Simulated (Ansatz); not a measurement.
# How Os(0001) screens a field, part 2 of 2

Aim: image plane and induced charge of Os(0001).

Ansatz 0.2.0; plane-wave DFT, PBE, Ansatz PAW.

So far. Step 9 (Single point, field 0.4 V/Å): The dipole is 0.238 e·Å.

## (10) The response

This step: plane-wave DFT, PBE, Ansatz PAW; screening of a field by a metal slab (Ansatz 0.2.0).

The dipoles give the slope, and the difference of two potentials shows where the field is screened.

Numbers from this step:

- equivalent conductor thickness p/(ε₀AE): 16.52 Å
- distance between the outer atoms: 12.98 Å
- inner field over outer field: -1.63e-4
- image plane, upper face: 1.762 Å
- induced electrons on the upper face over ε₀E: -1.001
- image plane, lower face: 1.762 Å
- induced electrons on the lower face over ε₀E: 1.001

Table of dipole of the cell by applied field:

```csv
applied field (V/Å),dipole of the cell (e·Å)
-0.200,-0.119
-0.100,-0.0594
-0.050,-0.0297
0.000,0
0.050,0.0297
0.100,0.0594
0.200,0.119
0.400,0.238
```

Local field over the applied field, running mean. From the potentials at -0.05 and 0.05 V/Å; running mean over 2.16323 Å. Local field over applied field against z:

```csv
z (Å),local field over applied field
4.5,0.995
5.0,0.986
5.5,0.963
6.0,0.911
6.5,0.803
7.0,0.623
7.5,0.403
8.0,0.212
8.5,0.0684
9.0,0.00168
9.5,1.3e-4
10.0,0.00227
10.5,0.00491
11.0,0.00210
11.5,-0.00158
12.0,-0.00253
12.5,-0.00289
13.0,-0.00393
13.5,-0.00242
14.0,-9.5e-4
14.5,-2.3e-4
15.0,-1.6e-4
15.5,-5.7e-5
16.0,-1.7e-4
16.5,-2.3e-4
17.0,-0.00101
17.5,-0.00248
18.0,-0.00397
18.5,-0.00278
19.0,-0.00258
19.5,-0.00146
20.0,0.00227
20.5,0.00490
21.0,0.00238
21.5,-2.8e-4
22.0,0.00302
22.5,0.0726
23.0,0.219
23.5,0.412
24.0,0.632
24.5,0.809
25.0,0.914
25.5,0.965
26.0,0.986
26.5,0.995
```

The induced electron density oscillates, so the rows of the table below give means over windows of 1 Å about each position, cut where the curve ends. Its maxima inside the range that stand out by 2 % of the span (Å: e/Å³ per V/Å): 7.7: 0.00396, 9.0: 5.7e-4, 10.8: 2.8e-4, 11.6: 2.9e-4, 19.8: 4.5e-4, 21.7: 5.6e-4, 22.4: 0.00121. Its minima: 8.6: -0.00121, 9.3: -5.6e-4, 11.2: -4.5e-4, 19.4: -2.9e-4, 20.2: -2.8e-4, 21.9: -5.7e-4, 23.2: -0.00396.

Electrons, planar mean, per unit field. Table of induced electron density by z; means over each step:

```csv
z (Å),induced electron density (e/Å³ per V/Å)
5,9.7e-5
6,6.0e-4
7,0.00250
8,0.00253
9,-2.6e-4
10,2.1e-5
11,-3.1e-5
12,9.5e-5
13,-3.2e-5
14,-5.5e-6
15,8.1e-6
16,-8.3e-6
17,5.7e-6
18,3.2e-5
19,-9.9e-5
20,3.1e-5
21,-1.2e-5
22,2.8e-4
23,-0.00263
24,-0.00245
25,-5.8e-4
26,-9.3e-5
```

By hand: between -0.05 and 0.05 V/Å the dipole changes by 0.05936 e·Å, a slope of 0.5936 e·Å²/V. A perfect conductor of thickness t has p = ε₀AEt, so t = 180.95 × 0.5936 / 6.502 = 16.52 Å (e/ε₀ = 180.95 V·Å, A in Å²). Less the 12.98 Å between the outer atoms, and halved, that puts each image plane 1.77 Å out.

The induced dipole is that of a conductor 16.52 Å thick.

## (11) Varying the input

This step: plane-wave DFT, PBE, Ansatz PAW (Ansatz 0.2.0).

An input spoilt on purpose, to show how the run answers: it repeats the earlier run at 0.05 V/Å with efield.axis from 3 to 2, and scf.max_iter set to 80.

Input file input.yaml:

```yaml
crystal:
  lattice:
    - [2.74, 0.0, 0.0]
    - [1.37, 2.3729096064, 0.0]
    - [0.0, 0.0, 30.97938]
  atoms:
    - { symbol: Os, position: [0.0, 0.0, 0.2905158205] }
    - { symbol: Os, position: [0.6666666667, 0.6666666667, 0.3603438803] }
    - { symbol: Os, position: [0.0, 0.0, 0.4301719402] }
    - { symbol: Os, position: [0.6666666667, 0.6666666667, 0.5] }
    - { symbol: Os, position: [0.0, 0.0, 0.5698280598] }
    - { symbol: Os, position: [0.6666666667, 0.6666666667, 0.6396561197] }
    - { symbol: Os, position: [0.0, 0.0, 0.7094841795] }
kpoints:
  mp_grid: { grid: [24, 24, 1] }
hamiltonian:
  xc: pbe
scf:
  occupations: { method: fermi_dirac, width: 0.1 }
  convergence: { dr2_threshold: 1.0e-10 }
  max_iter: 80
efield:
  axis: 2
  dipole_correction: true
  ramp_position: 0.97
  ramp_width: 0.06
  amplitude: 0.05
output:
  forces: true
  write_potential: true
  write_density: true
  volumetric_format: npy
```

Launch:

```sh
> ansatz run input.yaml --threads 4 --pin off --max-ram 6144MiB --backend cpu --events-out ev --progress --plain --runs-dir out
```

Numbers of over 12 decimals in the logs are rounded to 6 here.

The program printed:

```text
Engine: ansatz 0.2.0, aarch64-unknown-linux-gnu
Pseudopotentials: kind: paw
Pseudopotential: Os, paw, valence charge 16, recommended cutoff 420 eV (normal), Os.paw.azcp
Functional definition: PBE
  parameter kappa = 0.804
  parameter beta = 0.066725
  exchange = pbe_x(kappa = kappa, mu = beta*pi^2/3)
  correlation = pbe_c(beta = beta)
Crystal: 7 atoms, lattice volume = 201.421 Å³
Basis set: ecut = 420 eV, 3949 PW (Γ), exchange–correlation on 40×40×432 points (8 copies of the dense FFT grid, shifted against one another)
Bands: 68, of which v1, the nominal top of the filled ones, is band 56 counted from 1 (55 counted from 0)
Symmetry: 4 space group operations
k-points: 157 of 576 (time reversal used)
Non-local potential: Os, projectors of the file, l = 0: 3, l = 1: 2, l = 2: 2, l = 3: 1
PAW form: soft (Blöchl's): semilocal exchange-correlation on the pseudo side does not see the compensation charge
PAW one-centre angular grid: Os, 590 points (default); XC on 64 Gauss nodes
Initial density: superposition of atomic densities (neutral atoms: chi_scale 0, normalization atom, screened)
Initial wavefunctions: pseudopotential atomic-orbital guess
Functional: x = pbe(κ = 0.804, μ = 0.219515), c = pbe(β = 0.066725)
Error: efield: ion 0 (Os) at fractional coordinate 0.0000 along the field axis lies inside the sawtooth ramp with 2 of the planes that the density is read on at each end, [0.8700, 0.1300] — the ramp must sit in vacuum (an ion there feels the fictitious reversed slope); set or move the ramp (efield.ramp_position / ramp_width) or move the geometry
```

Wall time 0.36 s (4 threads of Arm Neoverse V1, shared host); peak memory 0.88 GiB.

The program refused the input before any cycle.

The program's message: “Error: efield: ion 0 (Os) at fractional coordinate 0.0000 along the field axis lies inside the sawtooth ramp with 2 of the planes that the density is read on at each end, [0.8700, 0.1300] — the ramp m …”

The fault put into the input: the field along an axis without vacuum.

## (12) Varying the input

Another changed input: it repeats the earlier run at 0.05 V/Å with scf.occupations.width from 0.1 removed and scf.occupations.method from fermi_dirac to tetrahedron_uncorrected.

input.yaml: that of step 11 with these lines changed.

```diff
@@ -18,7 +18,6 @@
 scf:
-  occupations: { method: fermi_dirac, width: 0.1 }
+  occupations: { method: tetrahedron_uncorrected }
   convergence: { dr2_threshold: 1.0e-10 }
-  max_iter: 80
 efield:
-  axis: 2
+  axis: 3
   dipole_correction: true
```

The program printed:

```text
[...]
Crystal: 7 atoms, lattice volume = 201.421 Å³
Basis set: ecut = 420 eV, 3949 PW (Γ), exchange–correlation on 40×40×432 points (8 copies of the dense FFT grid, shifted against one another)
Bands: 68, of which v1, the nominal top of the filled ones, is band 56 counted from 1 (55 counted from 0)
Symmetry: 6 space group operations
k-points: 61 of 576 (time reversal used)
[...]
SCF iter   1: F=—  HF=-79690.710300 eV  |F-HF|=—  |Δ(HF+E_count)|=         —  Δρ=4.26e-2  dr2=9.10e0  ethr=3.10e-3  p=0.029 e·Å  D=2.60e-2 V/Å  ΔV_dip=-0.81 eV  dr2_dipole=2.43e-3  V_vac-E_F(+/−)=7.05/6.44 eV  ⟨swp⟩=8.5  Hψ=18200  notcnv=0  defer=68
[...]
SCF iter  38: F=-79689.304390 eV  HF=-79689.304390 eV  |F-HF|=4.37e-11  |Δ(HF+E_count)|=  1.31e-10  Δρ=7.27e-8  dr2=3.94e-11  ethr=1.00e-12  p=0.030 e·Å  D=2.67e-2 V/Å  ΔV_dip=-0.83 eV  dr2_dipole=3.66e-13  V_vac-E_F(+/−)=5.67/5.07 eV  ⟨swp⟩=7.0  Hψ=19434  notcnv=0
SCF 1 converged in 38 iterations: F = -79689.304390 eV  dr2 = 3.94e-11
[...]
SCF converged after 38 iterations
Stability not checked: this state was not tested for a lower state beside it, because the mixer in use, unlike msr1, does not test its closes by its own steps (another_mixer; see scf.mixing.algorithm and scf.lower_state_search)
Free energy (F): -79689.304390 eV
[...]
Internal energy: -79689.304386 eV  (E = F + TS)
E sigma→0 (E₀):  -79689.304390 eV
Entropy (-TS):   -0.000005 eV (-0.001 meV/atom)
Fermi energy:    9.936730 eV
Dipole field:    D = 0.026655 V/Å  (p = 0.029671 e·Å, saw-weighted, corrected)
Work function:   not extracted (applied field tilts the vacuum); planar V_es + V_field profile in the machine report
[...]
--- Forces (eV/Å), atoms counted from 1 ---
  atom   1  Os     0.00000000    -0.00000000     0.68986221
  atom   2  Os    -0.00000000     0.00000000    -0.73783941
  atom   3  Os    -0.00000000    -0.00000000    -0.37604970
  atom   4  Os     0.00000000     0.00000000     0.00083989
  atom   5  Os     0.00000000    -0.00000000     0.37459230
  atom   6  Os     0.00000000     0.00000000     0.74138086
  atom   7  Os     0.00000000    -0.00000000    -0.69278611
  max |Σ_I F_I| component: 3.04e-8 eV/Å
--- Band table (eV; the first three rows and the last of 61) ---
  k-point 0: bands = [... 52 lower, 7.7607, 7.7607, 8.4347, 8.6664, 8.6664, 9.3514, 9.3514, 9.7941, ... 8 higher]
  k-point 1: bands = [... 52 lower, 7.7339, 7.8146, 8.3963, 8.6251, 8.6341, 9.2955, 9.3259, 9.6580, ... 8 higher]
  k-point 2: bands = [... 52 lower, 7.8170, 7.9733, 8.2258, 8.5319, 8.5652, 9.0389, 9.2647, 9.3677, ... 8 higher]
  k-point 60: bands = [... 52 lower, 8.6197, 9.3230, 10.4150, 10.8096, 10.8232, 11.4423, 11.4449, 11.4756, ... 8 higher]
```

The job ended after 62 s (4 threads; peak memory 0.88 GiB).

Numbers from this step:

| Quantity | Value |
| --- | --- |
| dipole along the normal | 0.02967 e·Å |

Force by atom:

```csv
atom,x (eV/Å),y (eV/Å),z (eV/Å),size
Os1,0.000,0.000,0.690,0.690
Os2,0.000,0.000,-0.738,0.738
Os3,0.000,0.000,-0.376,0.376
Os4,0.000,0.000,0.001,0.001
Os5,0.000,0.000,0.375,0.375
Os6,0.000,0.000,0.741,0.741
Os7,0.000,0.000,-0.693,0.693
```

```csv
quantity,this run,earlier run,difference
dipole along the normal (e·Å),0.02967,0.02968,-1.1e-5
```

The dipole moves by under 0.5 % or 5e-5 e·Å. The run took 38 SCF cycles against 13.

## (13) Results

```json
{"work function": "5.37 eV", "image plane, upper face": "1.76 Å", "induced electrons on the upper face over ε₀E": "-1.00", "equivalent conductor thickness p/(ε₀AE)": "16.5 Å", "inner field over outer field": "-1.6e-4"}
```

**Reading.** The induced charge has its centre 1.76 Å outside the outermost atoms; this is the plane from which a capacitor's gap or an image potential counts. The equivalent conductor thickness exceeds the distance between the outer atoms by 3.54 Å, about the sum of the two image-plane distances. In the middle of the slab the field is screened to under 0.5 % of its outer value. The atoms are held at bulk positions with the tabulated experimental lattice constant.

[Logs are printed without paths, hosts, clocks, repeated set-up lines and the standing remarks that a program may print on its own settings, such as how far it seeks lower states.]

[Hosts, paths, dates, database ids (printed as entryN), source tags and the programs' standing remarks are cut or masked in the printed files.]

[Maps of the electrostatic potential energy from Ansatz leave out the sawtooth potential of an applied field or a dipole correction, so their vacuum need not be flat; planar profiles and work functions include it.]
